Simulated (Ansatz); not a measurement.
## In2STe monolayer in a perpendicular field

Wanted: the out-of-plane response of the In2STe monolayer. A positive field points along +c.

Method: plane-wave DFT, PBE-D3(BJ), Ansatz PAW, in Ansatz 0.2.0.

Most raw output is cut from this account.

## (1) The starting structure

The cell holds 4 atoms: 1 Te, 2 In and 1 S. Cell: a = 4.157 Å, b = 4.157 Å, c = 41.038 Å, α = 90.0°, β = 90.0°, γ = 120.0°. Vacuum lies along c.

## (2) Relaxing the slab

The starting cell is a guess, so the in-plane lattice and the atoms are relaxed first, with the slab cut off from its images along the normal.

Contents of input.yaml:

```yaml
crystal:
  lattice:
    - [4.1574, 0.0, 0.0]
    - [-2.0787, 3.6004140137, 0.0]
    - [0.0, 0.0, 41.0382444636]
  atoms:
    - { symbol: Te, position: [0.3333333333, 0.6666666667, 0.4386152535] }
    - { symbol: In, position: [0.0, 0.0, 0.4751468229] }
    - { symbol: In, position: [0.0, 0.0, 0.5443505629] }
    - { symbol: S, position: [0.3333333333, 0.6666666667, 0.5613847465] }
  periodic: [true, true, false]
kpoints:
  mp_grid: { grid: [12, 12, 1] }
hamiltonian:
  xc: pbe
  dispersion: d3bj
scf:
  occupations: { method: fermi_dirac, width: 0.05 }
  convergence: { dr2_threshold: 1.0e-09 }
relax:
  f_tol: 0.004
  max_steps: 90
  cell: {}
output:
  write_potential: true
  write_density: true
  volumetric_format: npy
```

Started as:

```console
$ ansatz run input.yaml --threads 2 --pin off --max-ram 3072MiB --backend cpu --events-out ev --progress --plain --runs-dir out
```

It took 39 s on 2 threads of AMD EPYC 9R45, shared host; peak memory 0.96 GiB; 77 s of CPU time.

Relaxation path:

| step | energy less that of the first step (eV) | largest force component (eV/Å) | volume (Å³) |
| --- | --- | --- | --- |
| 1 | 0.0000 | 1.2853 | 614.28 |
| 2 | -0.2000 | 0.3484 | 615.23 |
| 3 | -0.2167 | 0.1516 | 605.47 |
| 4 | -0.2218 | 0.0382 | 602.26 |
| 5 | -0.2232 | 0.0241 | 597.21 |
| 6 | -0.2233 | 0.0006 | 597.08 |
| 7* | -0.2226 | 0.0005 | 597.08 |

Relaxation steps marked * repeat the geometry before them on a plane-wave basis chosen anew for their cell, so energy and pressure can jump there.

Forces are held to the 6 operations that the run works with; a distortion that breaks them can't arise in this run.

| cell as run | before | after | change |
| --- | --- | --- | --- |
| a (Å) | 4.157 | 4.099 | -1.4 % |
| b (Å) | 4.157 | 4.099 | -1.4 % |

The atoms that moved most (Å, along periodic axes as changes of fractional coordinates times the final cell, across vacuum about the mean position):

| atom | dx | dy | dz | length |
| --- | --- | --- | --- | --- |
| S4 | 0.000 | 0.000 | 0.253 | 0.253 |
| In3 | 0.000 | 0.000 | -0.108 | 0.108 |
| Te1 | 0.000 | 0.000 | -0.083 | 0.083 |
| In2 | 0.000 | 0.000 | -0.062 | 0.062 |

Final coordinates:

```xyz
4
Lattice="4.0988 0.0000 0.0000 -2.0494 3.5497 0.0000 0.0000 0.0000 41.0382" Properties=species:S:1:pos:R:3
Te    0.0000    2.3664   17.9170
In    0.0000    0.0000   19.4371
In    0.0000    0.0000   22.2309
S     0.0000    2.3664   23.2916
```

The lattice constant a goes from 4.157 to 4.099 Å.

## (3) Single point, field 0

A sawtooth potential applies the field, turning back in the middle of the vacuum. With the dipole correction the typed value is the field outside the slab. The induced dipole is small, so the SCF threshold is tight.

The cell differs from the one that the last finished run ended in (c 41.038 → 23.375 Å).

Contents of input.yaml:

```yaml
crystal:
  lattice:
    - [4.0987875492, 0.0, 0.0]
    - [-2.0493937746, 3.5496541423, 0.0]
    - [0.0, 0.0, 23.3745500049]
  atoms:
    - { symbol: Te, position: [0.3333333333, 0.6666666667, 0.3850341503] }
    - { symbol: In, position: [0.0, 0.0, 0.4500624259] }
    - { symbol: In, position: [0.0, 0.0, 0.569588572] }
    - { symbol: S, position: [0.3333333333, 0.6666666667, 0.6149658497] }
kpoints:
  mp_grid: { grid: [12, 12, 1] }
  band_path:
    path: [[0, 0, 0], [0.5, 0, 0], [0.33333333, 0.33333333, 0], [0, 0, 0]]
    npoints: 16
hamiltonian:
  xc: pbe
  dispersion: d3bj
scf:
  occupations: { method: fermi_dirac, width: 0.02585 }
  convergence: { dr2_threshold: 1.0e-10 }
efield:
  axis: 3
  dipole_correction: true
  ramp_position: 0.97
  ramp_width: 0.06
  amplitude: 0
output:
  dos: { projected: true, e_range: [-6, 5] }
  write_potential: true
  write_density: true
  volumetric_format: npy
  elf: true
```

Elapsed: 5.7 s, on 2 threads; peak memory 0.74 GiB.

This step gave:

```
dipole along the normal            : -0.04010 e·Å
gap along the path                 : 0.8592 eV
smallest direct gap along the path : 0.8592 eV
step between the vacuum levels     : 0.4988 eV
ionisation energy, upper face      : 5.579 eV
electron affinity, upper face      : 4.720 eV
ionisation energy, lower face      : 5.080 eV
gap, the smaller of path and mesh  : 0.8592 eV
```

Running mean over a fixed 2.8 Å (it still follows the layers) of the planar mean; the ramp of the sawtooth is left out. Table of electron's electrostatic potential energy less the Fermi level by z:

z (Å), electron's electrostatic potential energy less the Fermi level (eV) and a bar from the least value:
```
        3       4.64 ############################
        4       4.64 ############################
        5       4.64 ############################
        6       4.57 ############################
        7       3.58 #########################
        8       1.80 ####################
        9      -1.74 #########
       10      -3.70 ###
       11      -2.86 #####
       12      -2.20 #######
       13      -3.84 ##
       14      -4.60 
       15      -0.75 ############
       16       3.54 #########################
       17       5.05 ##############################
       18       5.14 ##############################
       19       5.14 ##############################
       20       5.14 ##############################
```

The density of states has structure finer than the step of the table below, so its rows give means over 0.25 eV, whole bins alone (the curve runs from -6 to 2.41 eV). Peaks (eV: height): -3.520: 7.00, -3.130: 7.08, -2.530: 9.80, -1.890: 6.87, -1.090: 5.49, 1.770: 4.94, 1.910: 6.82.

Table of density of states by energy, zero at the Fermi level of the run, which the smearing sets inside the gap; means over each step:

```csv
energy (eV),density of states (states/eV a cell)
-5.75,0.268
-5.50,2.43
-5.25,1.22
-5.00,0.875
-4.75,0.739
-4.50,0.642
-4.25,0.767
-4.00,1.50
-3.75,1.18
-3.50,3.68
-3.25,4.08
-3.00,3.37
-2.75,3.19
-2.50,5.41
-2.25,2.86
-2.00,2.63
-1.75,3.71
-1.50,2.52
-1.25,2.49
-1.00,2.63
-0.75,0.706
-0.50,0.303
-0.25,0
0.00,0
0.25,0
0.50,0.0758
0.75,0.226
1.00,0.866
1.25,2.02
1.50,3.44
1.75,3.18
2.00,3.51
2.25,1.13
```

Projected DOS per atom over height of the atomic layer and energy from the Fermi level. Layers: Te In In S from below.

Ten even steps from '_' (0.00 states/eV) to '@' (2.33 states/eV), each cell a mean:
```
__....__
--==--::
::--==::
__..::..
________
________
________
________
::______
++::..--
**::....
**::....
##::__##
==....%%
--::::@@
::::::++
____..--
______..
________
....____
----....
__..____
```
Columns: height of the atomic layer (Å) from 9 to 14.4 (not evenly spaced); rows upwards: energy from the Fermi level (eV) from -5.96 to 2.41.

Electronic bands along the path, in eV, zero at the Fermi level of the run, which the smearing sets inside the gap:

```
  point  band 21  band 22  band 23  band 24  band 25  band 26  band 27  band 28
      Γ    -2.22    -1.11    -0.44    -0.44     0.42     2.34     3.74     3.74
halfway    -2.67    -2.55    -1.15    -1.07     1.45     1.96     3.50     3.99
      M    -3.06    -2.42    -1.89    -1.68     0.97     1.53     2.95     3.47
halfway    -3.12    -2.70    -2.17    -1.90     1.41     1.95     3.19     3.57
      K    -3.51    -2.69    -2.09    -2.08     1.50     1.90     3.14     3.98
halfway    -3.04    -2.52    -1.84    -1.10     1.82     2.29     3.31     3.76
      Γ    -2.22    -1.11    -0.44    -0.44     0.42     2.34     3.74     3.74
```

ELF in the ca plane at fractional y = 0.667, with atoms of Te and S within 0.2 Å of it. It is the smooth field of the valence electrons, not physical close to the nuclei.

Ten even steps from '0' (0.00) to '9' (0.92), each cell a mean:
```
00000000000000000123343222334332222221000000
00000000000000000000112222345432211100000000
00000000000000000122333222334432222211000000
00000000000000124566666432222222235655321000
00000000000001257876556643111112578888753100
00000000000002468864234653100014788789975210
00000000000012578751003553100015884169986310
00000000000012578751003553100015883169986310
00000000000002478863224553100014788789975310
00000000000001357876556653110012578898763100
00000000000000124677666432222222246665421000
```
Columns run along c (16.0 Å, from fractional 0.08 to 0.76 of the cell), rows up along a (4.1 Å). Atoms in or near the plane, at fractional coordinates: Te at (0.39, 0.33), S at (0.61, 0.33).

Electrostatic potential energy in the ca plane at fractional y = 0.667, with atoms of Te and S within 0.2 Å of it. With pseudopotentials it is smooth inside the atoms' cores, unlike the true potential.

Ten even steps from '0' (-21 eV) to '9' (5 eV), each cell a mean:
```
99999999999999999999888767788877677899999999
99999999999999999999988766788876667899999999
99999999999999999999888766788877677899999999
99999999999999999987777777888887777889999999
99999999999999999863225788899988875468999999
99999999999999999723751588999999840005899999
99999999999999998529993379999999700001899999
99999999999999998529994379999999700001799999
99999999999999998624861588999999830004899999
99999999999999999852114788899998874358999999
99999999999999999987677778889888777889999999
```
Columns run along c (16.0 Å, from fractional 0.08 to 0.76 of the cell; values clipped at the 3rd and 97th percentile), rows up along a (4.1 Å). Atoms in or near the plane, at fractional coordinates: Te at (0.39, 0.33), S at (0.61, 0.33).

Valence density in the ca plane at fractional y = 0.667, with atoms of Te and S within 0.2 Å of it. It is the smooth field of the valence electrons, not physical close to the nuclei.

Ten steps, logarithmic in the rise over the least value, from '0' (0 e/Å³) to '9' (13 e/Å³), each cell a mean:
```
00000000111111110011111110000000000000000000
00000000011112111111111100000000000000000000
00000000111111110011111100000000000000000000
00000011222211100001112211000000000000000000
00000123343221000001123332100000000000000000
00000135775321000001134444210000000000000000
00000237997421000001234344310000000000000000
00000247998421000001234334310000000000000000
00000135776321000001234444210000000000000000
00000123443221000001123332100000000000000000
00000011222211100001112221000000000000000000
```
Columns run along c (16.0 Å, from fractional 0.25 to 0.93 of the cell), rows up along a (4.1 Å). Atoms in or near the plane, at fractional coordinates: Te at (0.39, 0.33), S at (0.61, 0.33).

The gap is 0.86 eV, with the valence edge 5.58 eV and the conduction edge 4.72 eV under the upper vacuum level. Spin-orbit coupling, left out in this run, matters for the bands of elements this heavy.

## (4) Atoms held, field 0.1 V/Å

input.yaml: that of step 3 with these lines changed.

```diff
@@ -26,5 +26,4 @@
   ramp_width: 0.06
-  amplitude: 0
+  amplitude: 0.1
 output:
-  dos: { projected: true, e_range: [-6, 5] }
   write_potential: true
@@ -32,2 +31 @@
   volumetric_format: npy
-  elf: true
```

Wall time 6.3 s (2 threads); peak memory 0.67 GiB; 12 s of CPU time.

The dipole is 0.0192 e·Å, 0.0593 e·Å from its value without field, and the gap 0.880 eV.

## (5) Single point, field -0.1 V/Å

input.yaml: that of step 4 with these lines changed.

```diff
@@ -26,3 +26,3 @@
   ramp_width: 0.06
-  amplitude: 0.1
+  amplitude: -0.1
 output:
```

Wall time 6.3 s (2 threads); peak memory 0.66 GiB.

The dipole is -0.0993 e·Å, -0.0592 e·Å from its value without field, and the gap 0.839 eV.

## (6) Response, atoms held

This step: plane-wave DFT, PBE-D3(BJ), Ansatz PAW; response to a field along the normal, atoms held (Ansatz 0.2.0).

The dipoles give the slope, and the difference of two potentials shows where the field is screened.

Numbers from this step:

```
equivalent conductor thickness p/(ε₀AE) : 7.368 Å
distance between the outer atoms        : 5.375 Å
```

The dipole of the cell by applied field:

```
applied field (V/Å)  dipole of the cell (e·Å)
            -0.1000                   -0.0993
             0.0000                   -0.0401
             0.1000                    0.0192
```

Local field over the applied field, running mean. From the potentials at -0.1 and 0.1 V/Å; running mean over 2.5 Å. Table of local field over applied field by z:

| z (Å) | local field over applied field |
| --- | --- |
| 4.5 | 0.997 |
| 5.0 | 0.992 |
| 5.5 | 0.979 |
| 6.0 | 0.945 |
| 6.5 | 0.871 |
| 7.0 | 0.741 |
| 7.5 | 0.572 |
| 8.0 | 0.393 |
| 8.5 | 0.226 |
| 9.0 | 0.0992 |
| 9.5 | 0.0419 |
| 10.0 | 0.0400 |
| 10.5 | 0.0510 |
| 11.0 | 0.0655 |
| 11.5 | 0.0882 |
| 12.0 | 0.0973 |
| 12.5 | 0.0808 |
| 13.0 | 0.0738 |
| 13.5 | 0.0900 |
| 14.0 | 0.133 |
| 14.5 | 0.232 |
| 15.0 | 0.389 |
| 15.5 | 0.563 |
| 16.0 | 0.729 |
| 16.5 | 0.864 |
| 17.0 | 0.943 |
| 17.5 | 0.979 |
| 18.0 | 0.993 |
| 18.5 | 0.998 |
| 19.0 | 0.999 |

Electrons, planar mean, per unit field. Table of induced electron density by z:

```csv
z (Å),induced electron density (e/Å³ per V/Å)
4.5,1.2e-5
5.0,3.5e-5
5.5,1.0e-4
6.0,2.7e-4
6.5,6.9e-4
7.0,0.00158
7.5,0.00294
8.0,0.00323
8.5,0.00137
9.0,7.2e-4
9.5,3.2e-4
10.0,-3.3e-4
10.5,-0.00110
11.0,-2.0e-4
11.5,6.9e-4
12.0,-1.8e-4
12.5,-5.7e-4
13.0,7.1e-4
13.5,4.8e-4
14.0,-8.1e-4
14.5,-0.00116
15.0,-0.00279
15.5,-0.00316
16.0,-0.00176
16.5,-7.3e-4
17.0,-2.7e-4
17.5,-9.5e-5
18.0,-3.1e-5
18.5,-9.9e-6
19.0,-3.0e-6
```

The smaller of the gaps on the path and on the k-mesh, counted as 0 under 0.03 eV. Gap against applied field:

```
applied field (V/Å)  gap (eV)
            -0.1000     0.839
             0.0000     0.859
             0.1000     0.880
```

By hand: between -0.1 and 0.1 V/Å the dipole changes by 0.1185 e·Å, a slope of 0.5924 e·Å²/V. A perfect conductor of thickness t has p = ε₀AEt, so t = 180.95 × 0.5924 / 14.549 = 7.37 Å (e/ε₀ = 180.95 V·Å, A in Å²).

The induced dipole is that of a conductor 7.37 Å thick.

## (7) What came out

```
gap without field                          : 0.859 eV
ionisation energy, upper face              : 5.58 eV
electron affinity, upper face              : 4.72 eV
step between the vacuum levels             : 0.499 eV
equivalent conductor thickness, atoms held : 7.37 Å
```

**Reading.** The induced dipole equals that of a perfect conductor 7.37 Å thick, while the outer atoms lie 5.37 Å apart; an out-of-plane ε follows only once a thickness t is chosen, by 1 − 1/ε = 7.37 Å / t. The two faces differ: the vacuum level above lies 0.50 eV higher than the one below. The gap goes from 0.86 eV to 0.84 eV at -0.1 V/Å. Semilocal functionals give gaps that are too small, and excitons are not included. Spin-orbit coupling is left out, which matters for the bands of elements this heavy.

[Logs are printed without paths, hosts, clocks, repeated set-up lines and the standing remarks that a program may print on its own settings, such as how far it seeks lower states.]

[Hosts, paths, dates, database ids (printed as entryN), source tags and the programs' standing remarks are cut or masked in the printed files.]

[Maps of the electrostatic potential energy from Ansatz leave out the sawtooth potential of an applied field or a dipole correction, so their vacuum need not be flat; planar profiles and work functions include it.]

[The density of states shown here was stored with 400 of the rows of the run's finer table, so its peaks can read low, often by over a quarter, or be missed, and its means over a window can be off by a tenth or more.]
